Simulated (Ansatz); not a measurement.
# Pb(111) with 4 thermally displaced layers, 2x2: scattering by thermal displacements

How much do lattice vibrations at 300 K scatter the electrons of Pb? Layers with random displacements are laid between perfect leads, and the resistance is followed against their length. The measured value for the pure metal at this temperature is 21.3 µΩ cm (CRC Handbook of Chemistry and Physics, 84th ed., 2003, Electrical Resistivity of Pure Metals).

Program: Ansatz 0.2.0. Level of theory: Ansatz plane-wave DFT, PBE, PAW files; ballistic transport by layer matching (Landauer), zero bias; PAW set soft_1. Results are calculated unless marked as measured.

### Step 1. The starting structure

The cell holds 40 atoms: 40 Pb. Its edges and angles: a = 7.001 Å, b = 7.001 Å, c = 28.655 Å, α = 93.5°, β = 86.5°, γ = 120.0°. It derives from Pb. Regions: lead, 24 atoms (24 Pb); scattering region, 16 atoms (16 Pb). The structure is stacked along c, and the current runs across the ab planes.

### Step 2. With 4 displaced layers

Each atom of 4 layers is moved at random, by amounts drawn from a normal law 0.1385 Å wide in each direction from the Debye model (105 K) at 300 K. The layers about the cell's end stay perfect and serve as the lead. Disorder leaves little or no symmetry, which makes such runs dear. Energies from -0.05 to 0.05 eV in steps of 0.05 eV are too few for the program's thermal sum, so it prints no conductance; for a metal the transmission near the Fermi level serves, at a fraction of the cost.

File input.yaml:

```yaml
crystal:
  lattice:
    - [7.0014885046, 0.0, 0.0]
    - [-3.5007442523, 6.0634669093, 0.0]
    - [1.7503721261, -1.0105778182, 28.583457127]
  atoms:
    - { symbol: Pb, position: [0.9916666667, 0.0083333333, 0.05] }
    - { symbol: Pb, position: [0.9916666667, 0.5083333333, 0.05] }
    - { symbol: Pb, position: [0.4916666667, 0.0083333333, 0.05] }
    - { symbol: Pb, position: [0.4916666667, 0.5083333333, 0.05] }
    - { symbol: Pb, position: [0.1416666667, 0.3583333333, 0.15] }
    - { symbol: Pb, position: [0.1416666667, 0.8583333333, 0.15] }
    - { symbol: Pb, position: [0.6416666667, 0.3583333333, 0.15] }
    - { symbol: Pb, position: [0.6416666667, 0.8583333333, 0.15] }
    - { symbol: Pb, position: [0.2916666667, 0.2083333333, 0.25] }
    - { symbol: Pb, position: [0.2916666667, 0.7083333333, 0.25] }
    - { symbol: Pb, position: [0.7916666667, 0.2083333333, 0.25] }
    - { symbol: Pb, position: [0.7916666667, 0.7083333333, 0.25] }
    - { symbol: Pb, position: [0.9421277878, 0.0558334059, 0.3531026655] }
    - { symbol: Pb, position: [0.9373325952, 0.5463915758, 0.3517518252] }
    - { symbol: Pb, position: [0.4788408387, 0.0793947323, 0.346590603] }
    - { symbol: Pb, position: [0.4094879639, 0.5441322304, 0.3502002126] }
    - { symbol: Pb, position: [0.0441887289, 0.4023305098, 0.443963916] }
    - { symbol: Pb, position: [0.0712239877, 0.8956480362, 0.4484676157] }
    - { symbol: Pb, position: [0.6118164422, 0.4320386846, 0.4493772861] }
    - { symbol: Pb, position: [0.610813466, 0.8934253069, 0.4517029663] }
    - { symbol: Pb, position: [0.2612097994, 0.2598800653, 0.5463979577] }
    - { symbol: Pb, position: [0.2180317348, 0.7480574929, 0.5510667827] }
    - { symbol: Pb, position: [0.7194379347, 0.2534275714, 0.5492286001] }
    - { symbol: Pb, position: [0.754528032, 0.7635227096, 0.5517216797] }
    - { symbol: Pb, position: [0.8766218438, 0.1060062133, 0.6537981381] }
    - { symbol: Pb, position: [0.9056046252, 0.5808009548, 0.6573345299] }
    - { symbol: Pb, position: [0.4269943615, 0.1263906208, 0.6512812123] }
    - { symbol: Pb, position: [0.4005242283, 0.6432147283, 0.6594968938] }
    - { symbol: Pb, position: [0.0416666667, 0.4583333333, 0.75] }
    - { symbol: Pb, position: [0.0416666667, 0.9583333333, 0.75] }
    - { symbol: Pb, position: [0.5416666667, 0.4583333333, 0.75] }
    - { symbol: Pb, position: [0.5416666667, 0.9583333333, 0.75] }
    - { symbol: Pb, position: [0.1916666667, 0.3083333333, 0.85] }
    - { symbol: Pb, position: [0.1916666667, 0.8083333333, 0.85] }
    - { symbol: Pb, position: [0.6916666667, 0.3083333333, 0.85] }
    - { symbol: Pb, position: [0.6916666667, 0.8083333333, 0.85] }
    - { symbol: Pb, position: [0.8416666667, 0.1583333333, 0.95] }
    - { symbol: Pb, position: [0.8416666667, 0.6583333333, 0.95] }
    - { symbol: Pb, position: [0.3416666667, 0.1583333333, 0.95] }
    - { symbol: Pb, position: [0.3416666667, 0.6583333333, 0.95] }
kpoints:
  mp_grid: { grid: [4, 4, 1] }
hamiltonian:
  xc: pbe
  pseudopotentials: { kind: paw, azcp: { folder: soft_1 } }
scf:
  occupations: { method: fermi_dirac, width: 0.1 }
output:
  transmission: { leads: [[0, 4]], kmesh: [8, 8], e_range: [-0.05, 0.05], de: 0.05 }
  write_potential: true
  write_density: true
  volumetric_format: npy
  elf: true
```

The run is started by

```bash
> ansatz run input.yaml --threads 4 --pin off --max-ram 15360MiB --backend cpu --events-out ev --progress --plain --runs-dir out
```

Numbers of over 12 decimals in the logs are rounded to 6 here.

Log:

```text
Engine: ansatz 0.2.0, aarch64-unknown-linux-gnu
Pseudopotentials: kind: paw
Pseudopotential: Pb, paw, valence charge 14, recommended cutoff 420 eV (normal), soft_1/Pb.paw.azcp
Functional definition: PBE
  parameter kappa = 0.804
  parameter beta = 0.066725
  exchange = pbe_x(kappa = kappa, mu = beta*pi^2/3)
  correlation = pbe_c(beta = beta)
Crystal: 40 atoms, lattice volume = 1213.462 Å³
Basis set: ecut = 420 eV, 23733 PW (Γ)
Bands: 336, of which v1, the nominal top of the filled ones, is band 280 counted from 1 (279 counted from 0)
Symmetry: 1 space group operations
Space group: P1 (ITA 1), of the structure as read, at distance tolerance 1.1e-4 Å
k-points: 10 of 16 (time reversal used)
Non-local potential: Pb, projectors of the file, l = 0: 2, l = 1: 2, l = 2: 2, l = 3: 1
PAW form: soft (Blöchl's): semilocal exchange-correlation on the pseudo side does not see the compensation charge
PAW one-centre angular grid: Pb, 590 points (default); XC on 64 Gauss nodes
Initial density: superposition of atomic densities (chi_scale 0.1, normalization cell)
Initial wavefunctions: pseudopotential atomic-orbital guess
Functional: x = pbe(κ = 0.804, μ = 0.219515), c = pbe(β = 0.066725)
SCF iter   1: F=—  HF=-476352.652783 eV  |F-HF|=—  |Δ(HF+E_count)|=         —  Δρ=8.05e-3  dr2=1.32e0  ethr=3.10e-3  ⟨swp⟩=7.2  Hψ=13456  notcnv=0  defer=45
preconditioner: auto → Kerker (q_TF=auto, 2.398 Å⁻¹)  [metal: Δε(μ)=0.023 eV  Ē_g=15.694 eV  σ=0.100 eV  W_gap=0.06  n_scr=292 (ndim 8)  ℏωp=25.2 eV  f_vac=0.000  D(μ)=19.59/eV (n_scr^D=90)]
SCF iter   2: F=—  HF=-476352.374929 eV  |F-HF|=—  |Δ(HF+E_count)|=   2.78e-1  Δρ=5.01e-3  dr2=5.22e-1  ethr=2.36e-4  ⟨swp⟩=2.5  Hψ=6515  notcnv=0  defer=77
SCF iter   3: F=—  HF=-476352.240919 eV  |F-HF|=—  |Δ(HF+E_count)|=   1.34e-1  Δρ=1.27e-3  dr2=2.54e-2  ethr=9.32e-5  ⟨swp⟩=2.8  Hψ=6037  notcnv=0  defer=77
SCF iter   4: F=—  HF=-476352.240699 eV  |F-HF|=—  |Δ(HF+E_count)|=   2.20e-4  Δρ=2.09e-4  dr2=6.68e-4  ethr=4.53e-6  ⟨swp⟩=3.0  Hψ=6151  notcnv=0  defer=77
SCF iter   5: F=—  HF=-476352.240848 eV  |F-HF|=—  |Δ(HF+E_count)|=   1.49e-4  Δρ=5.44e-5  dr2=1.13e-4  ethr=1.19e-7  ⟨swp⟩=2.7  Hψ=5951  notcnv=0  defer=77
SCF iter   6: F=—  HF=-476352.240836 eV  |F-HF|=—  |Δ(HF+E_count)|=   1.25e-5  Δρ=1.39e-5  dr2=2.53e-5  ethr=2.02e-8  ⟨swp⟩=2.0  Hψ=3583  notcnv=0  defer=77
SCF iter   7: F=—  HF=-476352.241853 eV  |F-HF|=—  |Δ(HF+E_count)|=   1.02e-3  Δρ=6.67e-6  dr2=2.85e-6  ethr=4.52e-9  ⟨swp⟩=2.0  Hψ=3622  notcnv=0  defer=91
SCF iter   8: F=—  HF=-476352.241853 eV  |F-HF|=—  |Δ(HF+E_count)|=   7.05e-8  Δρ=1.96e-6  dr2=1.92e-7  ethr=5.08e-10  ⟨swp⟩=2.2  Hψ=4342  notcnv=0  defer=91
SCF iter   9: F=-476352.241853 eV  HF=-476352.241853 eV  |F-HF|=8.73e-9  |Δ(HF+E_count)|=   3.32e-9  Δρ=5.10e-7  dr2=1.17e-8  ethr=1.79e-11  ⟨swp⟩=11.4  Hψ=12716  notcnv=0
SCF 1 converged in 9 iterations: F = -476352.241853 eV  dr2 = 1.17e-8
  greatest PAW one-centre occupation: 0.978 electrons in one spin orbital (limit 2), on the Pb atom at site 20 (counted from 0), in its partial waves of l = 2
transmission: 129 of 1224 steps passed
transmission: 246 of 1224 steps passed
[...]
transmission: 1224 of 1224 steps passed
SCF converged after 9 iterations
Free energy (F): -476352.241853 eV
Harris-Foulkes:  -476352.241853 eV  (|F-HF|=8.73e-9)
Internal energy: -476351.598557 eV  (E = F + TS)
E sigma→0 (E₀):  -476351.920205 eV
Entropy (-TS):   -0.643296 eV (-16.082 meV/atom)
Fermi energy:    11.143283 eV
--- Per-component energies (eV) ---
  E_band       = -1365.526132
  E_kinetic    = 11744.015055
  E_local      = -39516.860072  (includes V_loc(G=0)·N_el)
  E_nonlocal   = 12205.917141
  E_hartree    = 15257.653817
  E_xc         = -8241.317056
  E_vxc        = -5531.772636  (∫ρ·V_xc dr)
  E_paw        = -415724.044486  (= ΣΔE_a)
  E_vpaw       = -10782.139020  (= ΣTr[D̂ρ^β])
  E_aug_tail   = -0.000273  (compensation charges beyond the density's cutoff)
  E_ewald      = -52076.962683
  E_smearing   = -0.643296  (= −TS)
  E_closure    = -0.000000  (closes the sum)
  Σ components = -476352.241853   (vs F -476352.241853, Δ=0.00e0)
--- Band table (eV; the first three rows and the last of 10) ---
  k-point 0: bands = [... 276 lower, 11.5532, 11.6217, 11.7140, 11.7667, 11.8220, 12.1117, 12.1312, 12.1833, ... 52 higher]
  k-point 1: bands = [... 276 lower, 10.7866, 10.8387, 10.9946, 11.0970, 11.6211, 11.6580, 11.7852, 11.8174, ... 52 higher]
  k-point 2: bands = [... 276 lower, 10.9700, 10.9927, 11.0703, 11.1365, 11.2281, 11.2794, 11.3701, 11.4448, ... 52 higher]
  k-point 9: bands = [... 276 lower, 10.9305, 10.9866, 11.1272, 11.2354, 11.2840, 11.3762, 11.4129, 11.4352, ... 52 higher]
--- Transmission ---
  basis      : 367 plane waves across, 36 finite elements along
  points     : 34, standing for a mesh of 8 x 8
  energies   : 3 from -0.050000 to 0.050000 eV about the Fermi level, 0.050000 eV apart; the leads are filled to 0.000000 eV, and channels, transmission and decay are at 0.000000 eV
  crystal 0  : Pb4, at the sites [0, 4], period 2.8583 Å, over 17.15 Å; its Hamiltonian steps by up to 7.6 meV
    offset         : up to 0.0000 Å between an atom of the period and one for which it stands
    channels       : 4.890625e0 a spin
    conductance    : none, the energies end too early or step too widely for 300 K: set another output.transmission.e_range or a lower de, or, where they end at an eighth of basis.ecutwfc, a higher one
  junction   : crystal 0 to crystal 0, 2.86 to 28.58 Å
    transmission   : 3.948020e0 a spin
    conductance    : none, the energies end too early or step too widely for 300 K: set another output.transmission.e_range or a lower de, or, where they end at an eighth of basis.ecutwfc, a higher one
```

The job ended after 15 min (4 threads of Arm Neoverse V2, shared host; peak memory 7.8 GiB).

Numbers from this step:

```
free energy                                    : -476352.2419 eV
energy at zero smearing                        : -476351.9202 eV
Fermi energy                                   : 11.14 eV
cell area                                      : 42.45 Å²
transmission per spin nearest the Fermi level  : 3.948
open channels per spin nearest the Fermi level : 4.891
step of the lead's potential                   : 7.6 meV
```

Per spin. Transmission, zone mean against energy, zero at the Fermi level:

```
energy (eV)  transmission, zone mean
    -0.0500                     3.86
     0.0000                     3.95
     0.0500                     4.12
```

Per spin. Table of open channels, zone mean, lead by energy, zero at the Fermi level:

```
energy (eV)  open channels, zone mean, lead
    -0.0500                            4.89
     0.0000                            4.89
     0.0500                            5.17
```

Transmission over k1 and k2. At 0.0000 eV from the Fermi level.

Ten even steps from '0' (0.99) to '9' (5.15):
```
87877966
97646796
87455479
47640467
89745547
96976467
86697787
39983899
```
Columns: k1 (b1) from -0.5 to 0.375; rows upwards: k2 (b2) from -0.5 to 0.375.

Open channels over k1 and k2. At 0.0000 eV from the Fermi level.

Ten even steps from '_' (1.00) to '@' (6.00):
```
@@%%%%%%%%@@@@@@
@@%%**==**%%@@@@
@@%%==****==%%@@
**%%****__****%%
@@@@%%==****==%%
@@@@@@%%**==**%%
@@@@@@@@%%%%%%%%
**@@@@@@**@@@@@@
```
Columns: k1 (b1) from -0.5 to 0.375; rows upwards: k2 (b2) from -0.5 to 0.375.

ELF in the ca plane at fractional y = 0.126, with atoms of Pb within 0.2 Å of it. It is the smooth field of the valence electrons, not physical close to the nuclei.

Ten even steps from '0' (0.01) to '9' (0.44), each cell a mean:
```
45555446983379654544321223333368964697545555
67877545897798655554322223333368820188654443
89998744688987544554432345554358930288654443
99679864567765444555544577876447986797545554
98448865455544334566544689987545788876456676
89779865566653234566645799998644566654467887
78998755788875323455545799998644566554467898
57777656887897433344334689997645677764467898
34555567941498632333223577876557898975456787
34444467830289643332222456665568832597545666
56666557975698633332222345555568710288644544
78987656799997533333223455655468831498644443
89889754677775323344334567765457987897544443
98558864445543234565445689886546899986445665
98559864444432235677545799997634567754457777
89999864566654335677645799998633334333467888
68888645788886434566545689987533455433468898
45666546899997544444433578876435788864467888
34444447984488644443322345654347999986456776
```
Columns run along c (16.0 Å, from fractional 0.22 to 0.78 of the cell), rows up along a (7.0 Å). Atoms in or near the plane, at fractional coordinates: Pb at (0.65, 0.88), Pb at (0.65, 0.43).

Electrostatic potential energy in the ca plane at fractional y = 0.126, with atoms of Pb within 0.2 Å of it. With pseudopotentials it is smooth inside the atoms' cores, unlike the true potential.

Ten even steps from '0' (-31 eV) to '9' (14 eV), each cell a mean:
```
99999999610005899999999999999998300038999999
98788999730016899999999999999997101006999999
85336899875468999999999999999997201006999999
61002799998889999999999998889998510037999999
50001699999999999999999975578999864578999889
72002799998999999999999862247999988899998778
86336899865689999999999862137999999999998667
98888998510158999999999974357999877899998667
99999997200017999999999987788998521379998878
99999997200017999999999999999997100038999999
99899998400037999999999999999996001017999999
87567999753468999999999999999997100027999999
73114899988899999999999988889998510158999999
50001699999999999999999875578999876689999999
61001699999999999999999852258999999999998888
74113799999999999999999852248999999999998767
97667899976689999999999975568999999999997657
99999999741147999999999998889999988899998767
99999999610005899999999999999999743479999888
```
Columns run along c (16.0 Å, from fractional 0.22 to 0.78 of the cell; values clipped at the 3rd and 97th percentile), rows up along a (7.0 Å). Atoms in or near the plane, at fractional coordinates: Pb at (0.65, 0.88), Pb at (0.65, 0.43).

Valence density in the ca plane at fractional y = 0.126, with atoms of Pb within 0.2 Å of it. It is the smooth field of the valence electrons, not physical close to the nuclei.

Ten steps, logarithmic in the rise over the least value, from '0' (0.0 e/Å³) to '9' (7.4 e/Å³), each cell a mean:
```
01111012478875211111000000000013678763111111
12332111367764211111000000000013799974211110
35654211245543111111100011110013689974211100
46876421122321111121110122321112578763111111
47887421111110001122111234542111345532112222
46776421122210001122111246653211122221112333
24554322344421000111111246654211122211123443
12332223567642100011001235553211233321123443
01111113689863100000000123332113566542112333
01111113689974100000000012221124789863111221
12221113578763100000000001111124799973111111
24443212356542100000000011111114789863110100
46775311123321000010000123321112577652111110
47886421111110000111101235542111244431111111
47886421011100001121111346653100112110012332
35665311112210001121111246653100000000013443
23443211234432101111111234542100011100123443
11221111356653111111000123321101223211112343
00111012478874211111000011111012355532112222
```
Columns run along c (16.0 Å, from fractional 0.22 to 0.78 of the cell), rows up along a (7.0 Å). Atoms in or near the plane, at fractional coordinates: Pb at (0.65, 0.88), Pb at (0.65, 0.43).

Over the solved energies the transmission per spin lies between 3.86 and 4.12, out of 4.98 channels of the lead on average (up to 5.17).

(Part 1 of 2 ends here.)

[Logs are printed without paths, hosts, clocks, repeated set-up lines and the standing remarks that a program may print on its own settings, such as how far it seeks lower states.]

[Hosts, paths, dates, database ids (printed as entryN), source tags and the programs' standing remarks are cut or masked in the printed files.]
